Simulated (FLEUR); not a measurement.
# FePt (Tetraferroplatinum): cost and accuracy of the basis cutoff

Wanted: the cheapest choice of the basis cutoff that holds the magnetic results of FePt (Tetraferroplatinum).

Program: FLEUR MaX-R8.1. Level of theory: LDA (VWN); all-electron FLAPW, Dirac cores, scalar-relativistic bands. Results are calculated unless marked as measured.

**1. The starting structure**

Symmetry: P4/mmm, No. 123, tetragonal system. The conventional cell has a = 2.724 Å, b = 2.724 Å, c = 3.720 Å, α = 90.00°, β = 90.00°, γ = 90.00°. Nearest to Fe lie 8 Pt at 2.68 Å and 4 Fe at 2.72 Å. Nearest to Pt lie 8 Fe at 2.68 Å and 4 Pt at 2.72 Å. Farther neighbours are not listed.

**2. Rung 1 (Kmax 2.16 1/bohr), start ferro +**

The ladder starts at a small basis and climbs, to see from where on the results stand still.

inpgen writes inp.xml from crystal.txt; cutoffs, mixing, functional, smearing and local orbitals are then set in the file. The k list default-1 (kpts.xml, not shown) is a Γ-centred 10×10×10 mesh; where the ranks do not divide the number of points, some are split in two of half the weight.

inp.xml reads:

```
<?xml version="1.0" encoding="UTF-8" standalone="no"?>
<fleurInput fleurInputVersion="0.39">
   <comment>
      FePt
   </comment>
   <calculationSetup>
      <cutoffs Kmax="2.16" Gmax="6.5" GmaxXC="6.5" numbands="0"/>
      <scfLoop itmax="90" minDistance="0.00002" maxIterBroyd="15" imix="Anderson" alpha="0.05" precondParam="0.5" spinf="2.0" sdNocoIR="T"/>
      <coreElectrons ctail="T" frcor="F" kcrel="0" coretail_lmax="0"/>
      <xcFunctional name="vwn" relativisticCorrections="F"/>
      <magnetism jspins="2"/>
      <soc l_soc="F" theta="0.0" phi="0.0" spav="F"/>
      <expertModes spex="0" secvar="F"/>
      <geometryOptimization l_f="F" forcealpha="1.0" forcemix="BFGS" epsdisp="0.00001" epsforce="0.00001"/>
      <ldaU l_linMix="F" mixParam="0.05" spinf="1.0"/>
   </calculationSetup>
   <cell>
      <bzIntegration valenceElectrons="32.0" mode="hist" fermiSmearingEnergy="0.00183747">
         <kPointListSelection listName="default-1"/>
         <xi:include xmlns:xi="http://www.w3.org/2001/XInclude" href="kpts.xml"> </xi:include>
      </bzIntegration>
      <xi:include xmlns:xi="http://www.w3.org/2001/XInclude" href="sym.xml"> </xi:include>
      <bulkLattice scale="1.0">
         <bravaisMatrix>
            <row-1>    5.1466691003480998     0.0000000000000000     0.0000000000000000</row-1>
            <row-2>    0.0000000000000000     5.1466691003480998     0.0000000000000000</row-2>
            <row-3>    0.0000000000000000     0.0000000000000000     7.0297811835120001</row-3>
         </bravaisMatrix>
      </bulkLattice>
   </cell>
   <atomSpecies>
      <species name="Iron (Fe) 2.800" element="Fe" atomicNumber="26">
         <mtSphere radius="2.47" gridPoints="817" logIncrement="0.015"/>
         <atomicCutoffs lmax="10" lnonsphr="8"/>
         <electronConfig flipSpins="F">
            <coreConfig>(1s1/2) (2s1/2) (2p1/2) (2p3/2)</coreConfig>
            <valenceConfig>(3s1/2) (3p1/2) (3p3/2) (4s1/2) (3d3/2) (3d5/2)</valenceConfig>
            <stateOccupation state="(3d3/2)" spinUp="1.4" spinDown="1.0"/>
            <stateOccupation state="(3d5/2)" spinUp="3.0" spinDown="0.6"/>
         </electronConfig>
         <energyParameters s="4" p="4" d="3" f="4"/>
         <lo type="SCLO" l="0" n="3" eDeriv="0"/>
         <lo type="SCLO" l="1" n="3" eDeriv="0"/>
      </species>
      <species name="Platinum (Pt)" element="Pt" atomicNumber="78">
         <mtSphere radius="2.47" gridPoints="817" logIncrement="0.016"/>
         <atomicCutoffs lmax="10" lnonsphr="8"/>
         <electronConfig flipSpins="F">
            <coreConfig>(1s1/2) (2s1/2) (2p1/2) (2p3/2) (3s1/2) (3p1/2) (3p3/2) (4s1/2) (3d3/2) (3d5/2) (4p1/2) (4p3/2) (5s1/2) (4d3/2) (4d5/2) (4f5/2) (4f7/2)</coreConfig>
            <valenceConfig>(5p1/2) (5p3/2) (6s1/2) (5d3/2) (5d5/2)</valenceConfig>
            <stateOccupation state="(6s1/2)" spinUp="0.500000" spinDown="0.500000"/>
            <stateOccupation state="(5d3/2)" spinUp="1.800000" spinDown="1.800000"/>
            <stateOccupation state="(5d5/2)" spinUp="2.700000" spinDown="2.700000"/>
         </electronConfig>
         <energyParameters s="6" p="6" d="5" f="5"/>
         <lo type="SCLO" l="1" n="5" eDeriv="0"/>
      </species>
   </atomSpecies>
   <atomGroups>
      <atomGroup species="Iron (Fe) 2.800">
         <relPos label="                   1">.0000000000 .0000000000 .0000000000</relPos>
         <force calculate="T" relaxXYZ="TTT"/>
      </atomGroup>
      <atomGroup species="Platinum (Pt)">
         <relPos label="                   2">1.000/2.000 1.000/2.000 1.000/2.000</relPos>
         <force calculate="T" relaxXYZ="TTT"/>
      </atomGroup>
   </atomGroups>
   <output dos="F" band="F" slice="F">
      <bandDOS minEnergy="-.5*Htr" maxEnergy="0.5*Htr" sigma="0.015" storeEVData="T"/>
      <plotting iplot="0" polar="F">
         <plot TwoD="T" vec1="  1.0  0.0  0.0" vec2="  0.0  1.0  0.0" vec3="  0.0  0.0  1.0" zero="  0.0  0.0  0.0" file="plot"/>
      </plotting>
      <moessbauerParams electricFieldGradient="F" isomerShift="F" coreHyperfine="F" valenceHyperfine="F"/>
   </output>
</fleurInput>
```

crystal.txt reads:

```
FePt
&input film=F cartesian=F /
2.72350000000  0.00000000000  0.00000000000
0.00000000000  2.72350000000  0.00000000000
0.00000000000  0.00000000000  3.72000000000
1.8897261246
1.0 1.0 1.0

2
26 0.00000000000  0.00000000000  0.00000000000 : 2.800
78 0.50000000000  0.50000000000  0.50000000000

&kpt div1=10 div2=10 div3=10 gamma=T /
```

The run is started by

```console
> OMP_NUM_THREADS=1 inpgen -f crystal.txt > inpgen.log  # inp.xml is then edited as shown
> OMP_NUM_THREADS=1 mpirun -n 4 fleur_MPI > fleur.log
```

Output:

```text
Welcome to FLEUR        (www.flapw.de)
      MaX-Release 8.1          (www.max-centre.eu)

 ========== k-point set info ==========
 Selected k-point list: default-1
 k-point list type: mesh
 0 x 0 x 0
 Number of k points: 128

 ------------Calculation Setup---------------------------
 Number of MPI-tasks      :            4
 Number of PE/node        :            4
 Number of OMP-threads    :            1
 k-points in parallel     :            4
 pe's per k-point         :            1
 No of k-point loops      :           32
 Eigenvalue solver        :       lapack
 Number of basis functions:           56
 Approximate size of matrices (H+S) per k-point:         0.000 GB
 --------------------------------------------------------
 Iteration:     1   Distance:      57.66518039 me/bohr^3
 Iteration:     2   Distance:      44.19513559 me/bohr^3
 Iteration:     3   Distance:      34.78445123 me/bohr^3
 Iteration:     4   Distance:      14.79863406 me/bohr^3
 Iteration:     5   Distance:      11.15300516 me/bohr^3
 Iteration:     6   Distance:      10.10680492 me/bohr^3
 Iteration:     7   Distance:       4.45979587 me/bohr^3
 Iteration:     8   Distance:       3.26348465 me/bohr^3
 Iteration:     9   Distance:       1.43902740 me/bohr^3
 Iteration:    10   Distance:       0.62533023 me/bohr^3
 Iteration:    11   Distance:       0.41820246 me/bohr^3
 Iteration:    12   Distance:       0.14333813 me/bohr^3
 Iteration:    13   Distance:       0.16196858 me/bohr^3
 Iteration:    14   Distance:       0.06968044 me/bohr^3
 Iteration:    15   Distance:       0.01166507 me/bohr^3
 Iteration:    16   Distance:       0.01053113 me/bohr^3
 Iteration:    17   Distance:       0.00870078 me/bohr^3
 Iteration:    18   Distance:       0.00260635 me/bohr^3
 Iteration:    19   Distance:       0.00131564 me/bohr^3
 Iteration:    20   Distance:       0.00089226 me/bohr^3
 Iteration:    21   Distance:       0.00057724 me/bohr^3
 Iteration:    22   Distance:       0.00015390 me/bohr^3
 Iteration:    23   Distance:       0.00004003 me/bohr^3
 Iteration:    24   Distance:       0.00003177 me/bohr^3
 Iteration:    25   Distance:       0.00000400 me/bohr^3

 ********************************************************************
 Run finished successfully
 Stop message:
   all done
 ********************************************************************

--- out.xml (last complete iteration) ---
<iteration numberForCurrentRun="   25" overallNumber="   25">
         [... left out ...]
         <bandgap value="0.0042405070" units="eV"/>
         <sumValenceSingleParticleEnergies value="-23.0489775874" units="Htr"/>
         <FermiEnergy value="0.3073904130" units="Htr"/>
         <valenceDensity>
            <mtCharges spin="1">
               <mtCharge atomType="1" total="8.7372753" s="1.2047280" p="3.1914343" d="4.2473367" f="0.0528281"/>
               <mtCharge atomType="2" total="7.0674929" s="0.2767310" p="3.1501720" d="3.5551011" f="0.0508230"/>
            </mtCharges>
            <mtCharges spin="2">
               <mtCharge atomType="1" total="6.3204114" s="1.1988606" p="3.1845822" d="1.8607933" f="0.0423921"/>
               <mtCharge atomType="2" total="6.8755563" s="0.2913848" p="3.1745967" d="3.3563456" f="0.0305869"/>
            </mtCharges>
            <spinDependentCharge spin="1" total="17.3415389" interstitial="1.5367707" mtSpheres="15.8047682"/>
            <spinDependentCharge spin="2" total="14.6584611" interstitial="1.4624935" mtSpheres="13.1959677"/>
            <totalCharge value="32.0000000000"/>
         </valenceDensity>
         [... left out ...]
         <magneticMomentsInMTSpheres units="muBohr">
            <globalMagMoment atomType="1" vec="0.00000   0.00000   2.41686"/>
            <localMagMoment atomType="1" vec="0.00000   0.00000   2.41686"/>
            <globalMagMoment atomType="2" vec="0.00000   0.00000   0.19194"/>
            <localMagMoment atomType="2" vec="0.00000   0.00000   0.19194"/>
         </magneticMomentsInMTSpheres>
         [... left out ...]
         <totalEnergy value="   -19706.3078877730" units="Htr">
            <sumOfEigenvalues value="   -12078.7525658113">
               <coreElectrons value="-12055.7035882239"/>
               <valenceElectrons value="-23.0489775874"/>
            </sumOfEigenvalues>
            <densityCoulombPotentialIntegral value="-33926.3176854618"/>
            <densityEffectivePotentialIntegral value="-34457.3590327589"/>
            <chargeDenXCDenIntegral value="-400.1792832548"/>
            <FockExchangeEnergyValence value="0.0000000000"/>
            <FockExchangeEnergyCore value="0.0000000000"/>
         [... left out ...]
            <tkbTimesEntropy value="0.0008978878"/>
            <freeEnergy value="-19706.3087856608"/>
            <extrapolationTo0K value="-19706.3083367169"/>
         </totalEnergy>
         <densityConvergence units="me/bohr^3">
            <chargeDensity spin="1" distance="0.0000024464"/>
            <chargeDensity spin="2" distance="0.0000021555"/>
            <overallChargeDensity distance="0.0000039972"/>
            <spinDensity distance="0.0000022988"/>
         </densityConvergence>
      </iteration>
```

Wall time 12 s (4 MPI ranks of Arm Neoverse V2, shared host); peak memory 0.2 GiB.

Read from the output:

```
free energy                                                       : -536235.9798 eV
program's band gap on this mesh (in a metal only a level spacing) : 0.004241 eV
magnetization                                                     : 2.683 μB
final state                                                       : ferromagnetic
largest moment                                                    : 2.417 μB
```

After 25 cycles the largest moment stands at 2.42 μB.

**3. Rung 1 (Kmax 2.16 1/bohr), start antiferro q=(0,1/2,0) +-**

The second start gives the energy difference between the two end states, the quantity that is followed up the ladder. Its q is in fractions of the primitive cell's reciprocal vectors.

The k list default-1 (kpts.xml, not shown) is a Γ-centred 10×5×10 mesh.

Edit inp.xml of step 2 so:

```diff
@@ -17,3 +17,3 @@
    <cell>
-      <bzIntegration valenceElectrons="32.0" mode="hist" fermiSmearingEnergy="0.00183747">
+      <bzIntegration valenceElectrons="64.0" mode="hist" fermiSmearingEnergy="0.00183747">
          <kPointListSelection listName="default-1"/>
@@ -25,3 +25,3 @@
             <row-1>    5.1466691003480998     0.0000000000000000     0.0000000000000000</row-1>
-            <row-2>    0.0000000000000000     5.1466691003480998     0.0000000000000000</row-2>
+            <row-2>    0.0000000000000000    10.2933382006961995     0.0000000000000000</row-2>
             <row-3>    0.0000000000000000     0.0000000000000000     7.0297811835120001</row-3>
@@ -39,2 +39,15 @@
             <stateOccupation state="(3d5/2)" spinUp="3.0" spinDown="0.6"/>
+         </electronConfig>
+         <energyParameters s="4" p="4" d="3" f="4"/>
+         <lo type="SCLO" l="0" n="3" eDeriv="0"/>
+         <lo type="SCLO" l="1" n="3" eDeriv="0"/>
+      </species>
+      <species name="Iron (Fe) -2.800" element="Fe" atomicNumber="26">
+         <mtSphere radius="2.47" gridPoints="817" logIncrement="0.015"/>
+         <atomicCutoffs lmax="10" lnonsphr="8"/>
+         <electronConfig flipSpins="F">
+            <coreConfig>(1s1/2) (2s1/2) (2p1/2) (2p3/2)</coreConfig>
+            <valenceConfig>(3s1/2) (3p1/2) (3p3/2) (4s1/2) (3d3/2) (3d5/2)</valenceConfig>
+            <stateOccupation state="(3d3/2)" spinUp="1.0" spinDown="1.4"/>
+            <stateOccupation state="(3d5/2)" spinUp="0.6" spinDown="3.0"/>
          </electronConfig>
@@ -63,4 +76,9 @@
       </atomGroup>
+      <atomGroup species="Iron (Fe) -2.800">
+         <relPos label="                   2">.0000000000 1.000/2.000 .0000000000</relPos>
+         <force calculate="T" relaxXYZ="TTT"/>
+      </atomGroup>
       <atomGroup species="Platinum (Pt)">
-         <relPos label="                   2">1.000/2.000 1.000/2.000 1.000/2.000</relPos>
+         <relPos label="                   3">1.000/2.000 1.000/4.000 1.000/2.000</relPos>
+         <relPos label="                   4">1.000/2.000 -1.000/4.000 1.000/2.000</relPos>
          <force calculate="T" relaxXYZ="TTT"/>
```

crystal.txt reads:

```
FePt
&input film=F cartesian=F /
2.72350000000  0.00000000000  0.00000000000
0.00000000000  5.44700000000  0.00000000000
0.00000000000  0.00000000000  3.72000000000
1.8897261246
1.0 1.0 1.0

4
26 0.00000000000  0.00000000000  0.00000000000 : 2.800
26 0.00000000000  0.50000000000  0.00000000000 : -2.800
78 0.50000000000  0.25000000000  0.50000000000
78 0.50000000000  0.75000000000  0.50000000000

&kpt div1=10 div2=5 div3=10 gamma=T /
```

Output:

```text
[banner, memory and clock lines left out]
Welcome to FLEUR        (www.flapw.de)
      MaX-Release 8.1          (www.max-centre.eu)

 ========== k-point set info ==========
 Selected k-point list: default-1
 k-point list type: mesh
 10 x 5 x 10
 Number of k points: 108

 [... set-up left out ...]
 Iteration:     1   Distance:      57.94611678 me/bohr^3
 Iteration:     2   Distance:      44.24674270 me/bohr^3
 Iteration:     3   Distance:      34.80498118 me/bohr^3
 Iteration:     4   Distance:      15.47137616 me/bohr^3
 Iteration:     5   Distance:      11.17204370 me/bohr^3
 Iteration:     6   Distance:      10.14562480 me/bohr^3
 Iteration:     7   Distance:       3.87415964 me/bohr^3
 Iteration:     8   Distance:       3.22046663 me/bohr^3
[... lines left out ...]
 Iteration:    23   Distance:       0.00185287 me/bohr^3
 Iteration:    24   Distance:       0.00213528 me/bohr^3
 Iteration:    25   Distance:       0.00061723 me/bohr^3
 Iteration:    26   Distance:       0.00008473 me/bohr^3
 Iteration:    27   Distance:       0.00024427 me/bohr^3
 Iteration:    28   Distance:       0.00001829 me/bohr^3

 ********************************************************************
 Run finished successfully
 Stop message:
   all done
 ********************************************************************

--- out.xml (last complete iteration) ---
<iteration numberForCurrentRun="   28" overallNumber="   28">
         [... left out ...]
         <bandgap value="0.0000000610" units="eV"/>
         <sumValenceSingleParticleEnergies value="-46.0759981311" units="Htr"/>
         <FermiEnergy value="0.3095403273" units="Htr"/>
         [... left out ...]
         <magneticMomentsInMTSpheres units="muBohr">
            <globalMagMoment atomType="1" vec="0.00000   0.00000   2.35442"/>
            <globalMagMoment atomType="2" vec="0.00000   0.00000  -2.35442"/>
            <globalMagMoment atomType="3" vec="0.00000   0.00000   0.00000"/>
         </magneticMomentsInMTSpheres>
         [... left out ...]
         <totalEnergy value="   -39412.6177041718" units="Htr">
            <sumOfEigenvalues value="   -24157.4379647646">
               <coreElectrons value="-24111.3619666335"/>
               <valenceElectrons value="-46.0759981311"/>
            </sumOfEigenvalues>
         [... left out ...]
            <freeEnergy value="-39412.6195274864"/>
            <extrapolationTo0K value="-39412.6186158291"/>
         </totalEnergy>
         <densityConvergence units="me/bohr^3">
            <chargeDensity spin="1" distance="0.0000107592"/>
            <chargeDensity spin="2" distance="0.0000115026"/>
            <overallChargeDensity distance="0.0000127183"/>
            <spinDensity distance="0.0000182862"/>
         </densityConvergence>
      </iteration>
```

Wall time 44 s (4 MPI ranks); peak memory 0.31 GiB; 2.9 min of CPU time.

Spin moment in the muffin-tin sphere by atom:

| atom | spin moment in the muffin-tin sphere (μB) |
| --- | --- |
| Fe1 | 2.35 |
| Fe2 | -2.35 |
| Pt3 | 0.00 |
| Pt4 | 0.00 |

Read from the output:

- free energy: -1072472.0129 eV
- program's band gap on this mesh (in a metal only a level spacing): 6.10e-8 eV
- magnetization: 0 μB
- final state: antiferromagnetic

This start lies -26.6 meV a seeded atom from the first; its largest moment is 2.35 μB.

(Continued in part 2 of 3.)

[Logs and program files are shortened in this print: banners, set-up blocks, solver, clock and traceback lines can be left out without a mark of their own.]

[Logs are printed without paths, hosts, clocks, repeated set-up lines and the standing remarks that a program may print on its own settings, such as how far it seeks lower states.]

[Hosts, paths, dates, database ids (printed as entryN), source tags and the programs' standing remarks are cut or masked in the printed files.]

[Where a cell is said to come from a database of computed structures, the database is the Materials Project.]
